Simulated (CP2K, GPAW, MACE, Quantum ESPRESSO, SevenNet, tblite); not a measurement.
## Finding the fault: CP2K, random packing of As25S75 (at. %) (71 atoms)

Program: CP2K 2026.2, a calculation on a cell of 18 As and 53 S, 27.1 Å³ an atom.

The input, input.inp:

```
&GLOBAL
  PROJECT cell
  RUN_TYPE ENERGY_FORCE
  PRINT_LEVEL LOW
&END GLOBAL
&FORCE_EVAL
  METHOD QS
  STRESS_TENSOR ANALYTICAL
  &DFT
    BASIS_SET_FILE_NAME BASIS_MOLOPT
    POTENTIAL_FILE_NAME GTH_POTENTIALS
    &MGRID
      CUTOFF 350
      REL_CUTOFF 50
    &END MGRID
    &QS
      EPS_DEFAULT 1.0E-04
    &END QS
    &SCF
      SCF_GUESS ATOMIC
      EPS_SCF 1.0E-06
      MAX_SCF 50
      ADDED_MOS 14
      &DIAGONALIZATION
        ALGORITHM STANDARD
      &END DIAGONALIZATION
      &SMEAR ON
        METHOD FERMI_DIRAC
        ELECTRONIC_TEMPERATURE [K] 580
      &END SMEAR
      &MIXING
        METHOD BROYDEN_MIXING
        ALPHA 0.3
        NBROYDEN 8
      &END MIXING
      &PRINT
        &RESTART OFF
        &END RESTART
      &END PRINT
    &END SCF
    &XC
      &XC_FUNCTIONAL PBE
      &END XC_FUNCTIONAL
    &END XC
    &PRINT
      &MULLIKEN ON
      &END MULLIKEN
      &HIRSHFELD ON
        SHAPE_FUNCTION DENSITY
      &END HIRSHFELD
      &MO ON
        EIGENVALUES T
        OCCUPATION_NUMBERS T
        MO_INDEX_RANGE 193 216
        &EACH
          QS_SCF 0
        &END EACH
        ADD_LAST NUMERIC
      &END MO
    &END PRINT
  &END DFT
  &SUBSYS
    &CELL
      A 12.43350 0.00000 0.00000
      B 0.00000 12.43350 0.00000
      C 0.00000 0.00000 12.43350
    &END CELL
    &TOPOLOGY
      COORD_FILE_NAME structure.xyz
      COORD_FILE_FORMAT XYZ
    &END TOPOLOGY
    &KIND As
      BASIS_SET DZVP-MOLOPT-SR-GTH-q5
      POTENTIAL GTH-PBE-q5
    &END KIND
    &KIND S
      BASIS_SET DZVP-MOLOPT-SR-GTH-q6
      POTENTIAL GTH-PBE-q6
    &END KIND
  &END SUBSYS
  &PRINT
    &FORCES ON
    &END FORCES
    &STRESS_TENSOR ON
    &END STRESS_TENSOR
  &END PRINT
&END FORCE_EVAL
```

The input, structure.xyz:

```xyz
71

As 7.26328 0.02661 3.67447
As 7.29200 6.16975 2.92573
As 11.93815 10.71333 10.27194
As 10.31819 4.47693 4.09472
As 4.84795 3.63792 5.20703
As 12.19801 1.00438 10.06430
As 10.61224 1.48854 6.83233
As 10.19510 7.91977 10.29730
As 12.06584 8.66379 12.37544
As 0.26657 8.35394 8.07133
[... 57 atom lines left out ...]
S 4.68556 12.21281 5.05074
S 7.71722 4.16485 9.36504
S 2.04767 7.85176 2.64784
S 5.52532 3.55312 8.03316
```

Launch:

```console
> OMP_NUM_THREADS=2 cp2k.psmp -i input.inp > output.txt
```

Numbers of over 12 decimals in the logs are rounded to 6 here.

Output:

```text
CP2K| version string:                                       CP2K version 2026.2
 CP2K| Input file name                                                 input.inp
 GLOBAL| Basis set file name                                        BASIS_MOLOPT
 GLOBAL| Potential file name                                      GTH_POTENTIALS
 GLOBAL| Run type                                                   ENERGY_FORCE
 GLOBAL| Total number of message passing processes                             1
 GLOBAL| Number of threads for this process                                    2
 TOTAL NUMBERS AND MAXIMUM NUMBERS
  Total number of            - Atomic kinds:                                   2
                             - Atoms:                                         71
                             - Shell sets:                                    71
                             - Shells:                                       355
                             - Primitive Cartesian functions:                284
                             - Cartesian basis functions:                    994
[... lines left out ...]
                        Smear method:                                FERMI_DIRAC
[... lines left out ...]
 Number of electrons:                                                        408
[... lines left out ...]
  Step     Update method      Time    Convergence         Total energy    Change
[... lines left out ...]
  *** SCF run converged in    34 steps ***
[... lines left out ...]
  Fermi energy:                                                 0.083348
  Total energy:                                              -652.202733
  Total energy (extrapolated to T->0):                       -652.191768
[... lines left out ...]
 MO| E(Fermi):            0.083348 a.u.          2.268021 eV
 !-----------------------------------------------------------------------------!
                     Mulliken Population Analysis
 #  Atom  Element  Kind  Atomic population                           Net charge
       1     As       1          4.879680                              0.120320
       2     As       1          4.830962                              0.169038
       3     As       1          4.927116                              0.072884
[...]
70     S        2          6.063489                             -0.063489
      71     S        2          6.021087                             -0.021087
 # Total charge                            408.000000                 -0.000000
 !-----------------------------------------------------------------------------!
 !-----------------------------------------------------------------------------!
                           Hirshfeld Charges
  #Atom  Element  Kind  Ref Charge     Population                    Net charge
      1       As     1       5.000          4.918                         0.082
      2       As     1       5.000          4.842                         0.158
      3       As     1       5.000          5.036                        -0.036
[...]
70       S      2       6.000          6.111                        -0.111
     71       S      2       6.000          6.052                        -0.052
  Total Charge                                                           -2.942
 !-----------------------------------------------------------------------------!
 ENERGY| Total FORCE_EVAL ( QS ) energy [hartree]           -652.202730
 FORCES| Atomic forces [hartree/bohr]
 FORCES|   Atom     x               y               z               |f|
 FORCES|      1 -1.63255337E-02  1.16213725E-02  3.10833695E-02   3.69831746E-02
 FORCES|      2  2.09596440E-03 -8.96420808E-03 -2.62827569E-02   2.78484004E-02
 FORCES|      3  9.16154616E-04 -2.40288601E-02  2.80580219E-03   2.42094606E-02
[...]
FORCES|     70  2.75574235E-02  1.55918899E-04  3.12097148E-02   4.16351078E-02
 FORCES|     71 -2.32514055E-02 -9.32920693E-03  2.65515175E-02   3.65054111E-02
 FORCES| Sum    -4.37940960E-05  2.04159883E-05  3.99418320E-05
 FORCES| Total atomic force                                       6.26903929E-05
 STRESS| Analytical stress tensor [bar]
 STRESS|                        x                   y                   z
 STRESS|      x       -7.72884663678E+04  -3.42977780457E+03   2.66410664978E+03
 STRESS|      y       -3.42977780457E+03  -7.47693077376E+04  -4.85224741377E+03
 STRESS|      z        2.66410664978E+03  -4.85224741377E+03  -8.27601225803E+04
 STRESS| 1/3 Trace                                            -7.82726322286E+04
```

Run time: 67 s. Hardware: 2 threads of Arm Neoverse V2, shared host; peak memory 2.1 GiB.

Banners, paths, timers and routine set-up lines are dropped from the logs unmarked, and long logs keep their key lines alone; longer cuts are marked.

Against a plane-wave PBE reference and this program's sound run:

- r.m.s. difference of force components: 78.33 meV/Å
- longest difference of force vectors: 474.9 meV/Å
- force difference over r.m.s. force: 9.96 %
- slope of forces against the reference's: 0.9899
- energy less the same-level run's: 0.1103 meV/atom
- r.m.s. force difference from the same-level run: 82.59 meV/Å

Q: Name the fault.

Integrals screened far too loosely: EPS_DEFAULT 0.0001.

The run converged all the same, so the exit status doesn't show the fault.

[Also dropped from logs without a mark: logging warnings of Python, and SIESTA's first energy breakdown and zero terms.]

[Logs are printed without paths, hosts, clocks, repeated set-up lines and the standing remarks that a program may print on its own settings, such as how far it seeks lower states.]

[Hosts, paths, dates, database ids (printed as entryN), source tags and the programs' standing remarks are cut or masked in the printed files.]
